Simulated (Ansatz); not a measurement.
# SiO2 (Quartz): the G0W0 gap against the k mesh

Wanted: mesh convergence of the gap correction in SiO2 (Quartz).

Program: Ansatz 0.2.0. Level of theory: G0W0 on PBE, plane waves, PAW; PAW set soft_1. Values are calculated unless marked as measured.

This is a report of a sequence of runs, with the program logs left out and the cost of each run kept.

## 1. Set-up

It takes space group P3_121 (No. 152, trigonal). The conventional cell has a = 4.916 Å, b = 4.916 Å, c = 5.409 Å, α = 90.00°, β = 90.00°, γ = 120.00°. Si has 4 O at 1.61 Å nearest. Nearest to O lie 2 Si at 1.61 Å. Farther neighbours, and contacts between anions beyond the nearest, are not listed.

The cell and positions come from the Crystallography Open Database and are kept as given unless a step says otherwise.

## 2. The 3×3×2 mesh

G0W0 replaces the xc potential by the self-energy, built once from these orbitals. Only a window of levels is corrected, while the sums run over the empty bands that the input names. This step takes PAW set soft_1 files.

Contents of input.yaml:

```yaml
crystal:
  lattice:
    - [4.9158, 0.0, 0.0]
    - [-2.4579, 4.2572076799, 0.0]
    - [0.0, 0.0, 5.4091]
  atoms:
    - { symbol: Si, position: [0.5303, 0.0, 0.3333333333] }
    - { symbol: Si, position: [0.0, 0.5303, 0.6666666667] }
    - { symbol: Si, position: [0.4697, 0.4697, 0.0] }
    - { symbol: O, position: [0.1462, 0.4142, 0.881] }
    - { symbol: O, position: [0.5858, 0.732, 0.2143333333] }
    - { symbol: O, position: [0.268, 0.8538, 0.5476666667] }
    - { symbol: O, position: [0.4142, 0.1462, 0.119] }
    - { symbol: O, position: [0.732, 0.5858, 0.7856666667] }
    - { symbol: O, position: [0.8538, 0.268, 0.4523333333] }
kpoints:
  mp_grid: { grid: [3, 3, 2] }
hamiltonian:
  xc: pbe
  pseudopotentials: { kind: paw, azcp: { folder: soft_1 } }
scf:
  occupations: { method: fixed }
gw:
  n_empty_bands: 257
  ecut_chi: 100
  qp_bands: [v3, c3]
  qp_kpoints: band_edges
  screening: { model: contour_deformation }
```

Command:

```console
$ ansatz run input.yaml --threads 4 --pin off --max-ram 138240MiB --backend cuda --events-out ev --progress --plain --runs-dir out --devices 1 --max-vram 26GiB
```

It took 4.2 s on 1 × NVIDIA H100 80GB HBM3 (shared by 3 runs) with 4 threads of AMD EPYC 7R13 (Zen 3), shared host; peak memory 1.2 GiB.

Numbers from this step:

* bands summed: 281
* RPA ε∞ on this mesh (eigenvalues): 2.355, 2.355, 2.386
* plane waves in the screening matrix: 243
* q-points in the mesh: 18
* G0W0 gap on the mesh: 8.793 eV
* k of the valence top: 0.3333, 0.3333, 0
* k of the conduction bottom: 0, 0, 0
* starting gap on the mesh: 6.000 eV
* Z at the valence top: 0.8099
* Z at the conduction bottom: 0.8673
* least direct G0W0 gap on the computed points: 9.173 eV

The gap on the mesh goes from 6.00 eV to 8.79 eV, a correction of +2.79 eV. Between the two edge states, bare exchange in place of the xc potential would open the gap by 10.57 eV, and correlation takes back 7.78 eV.

## 3. The 6×6×2 mesh

Only the mesh changes. It samples the long-range screening, which converges on its own terms.

input.yaml: that of step 2 with these lines changed.

```diff
@@ -16,3 +16,3 @@
 kpoints:
-  mp_grid: { grid: [3, 3, 2] }
+  mp_grid: { grid: [6, 6, 2] }
 hamiltonian:
```

Run time: 14 s. Hardware: 1 × NVIDIA H100 80GB HBM3 (shared by 3 runs) with 4 threads; peak memory 1.3 GiB; 20 s of CPU time.

Numbers from this step:

```yaml
bands_summed: 281
rpa_eps_infinity_on_this_mesh_eigenvalues: 2.352, 2.352, 2.386
plane_waves_in_the_screening_matrix: 243
q_points_in_the_mesh: 72
g0w0_gap_on_the_mesh: 8.780 eV
k_of_the_valence_top: 0.3333, 0.3333, 0
k_of_the_conduction_bottom: 0, 0, 0
starting_gap_on_the_mesh: 6.000 eV
z_at_the_valence_top: 0.8102
z_at_the_conduction_bottom: 0.8684
least_direct_g0w0_gap_on_the_computed_points: 9.160 eV
```

Against the run with 3×3×2 mesh, 257 empty bands, screening to 100 eV, PAW set soft_1 files, the gap moves by −0.013 eV.

## 4. The 6×6×4 mesh

input.yaml: that of step 3 with these lines changed.

```diff
@@ -16,3 +16,3 @@
 kpoints:
-  mp_grid: { grid: [6, 6, 2] }
+  mp_grid: { grid: [6, 6, 4] }
 hamiltonian:
```

Run time: 29 s. Hardware: 1 × NVIDIA H100 80GB HBM3 (shared by 3 runs) with 4 threads; peak memory 1.6 GiB; 61 s of CPU time.

Read from the output:

| Property | Result |
| --- | --- |
| bands summed | 281 |
| RPA ε∞ on this mesh (eigenvalues) | 2.352, 2.352, 2.385 |
| plane waves in the screening matrix | 243 |
| G0W0 gap on the mesh | 8.780 eV |
| k of the valence top | 0.3333, 0.3333, 0 |
| k of the conduction bottom | 0, 0, 0 |
| starting gap on the mesh | 6.000 eV |
| least direct G0W0 gap on the computed points | 9.161 eV |

Against the run with 6×6×2 mesh, 257 empty bands, screening to 100 eV, PAW set soft_1 files, the gap moves by +0.0001 eV.

## 5. The meshes together

Times are wall times on 1 × NVIDIA H100 80GB HBM3 (shared by 3 runs) with 4 threads of AMD EPYC 7R13 (Zen 3), shared host, good to a factor of about two.

```
 mesh  points  irreducible  start (eV)  G0W0 (eV)  shift (eV)  RPA ε∞ (mean)   time
3×3×2      18            6       6.000      8.793      +2.793           2.37  4.2 s
6×6×2      72           14       6.000      8.780      +2.780           2.36   14 s
6×6×4     144           24       6.000      8.780      +2.780           2.36   29 s
```

## 6. Summary of results

* 3×3×2: 8.793 eV (shift +2.793)
* 6×6×2: 8.780 eV (shift +2.780)
* 6×6×4: 8.780 eV (shift +2.780)
* settings: PBE start, 257 empty bands, 100 eV

What this shows: The shift is +2.79 eV on 3×3×2 and +2.78 eV on 6×6×4; the last step moves it by +0.0002 eV. The RPA ε∞ (mean) ranges from 2.36 to 2.37 and ends at 2.36. From 18 to 144 points the time grows 6.9-fold. Bands and cutoff are modest here, so the values stand short of the basis limit.

[Long decimals in the printed logs are rounded to 6 places.]

[Logs are printed without paths, hosts, clocks, repeated set-up lines and the standing remarks that a program may print on its own settings, such as how far it seeks lower states.]

[Paths, hosts, dates, memory and timing lines, banners, echoed tables and standing remarks are left out of the program output; an Ansatz launch command may be rebuilt from the run's recorded settings. Measured values are a selection of at most five: reports struck by readers or far from the other reports are left out. None is set beside runs whose start may be inverted or whose files or cutoffs have a known fault.]

[Runs of the session that timed out or met a known fault of the program may be left out.]

[Cells called generated may have been cut or substituted from an entry of the Crystallography Open Database or the Materials Project.]

[Hosts, paths, dates, database ids (printed as entryN), source tags and the programs' standing remarks are cut or masked in the printed files.]

[Where the starting crystal was built by hand or by swapping elements, it need not be the compound's stable phase.]
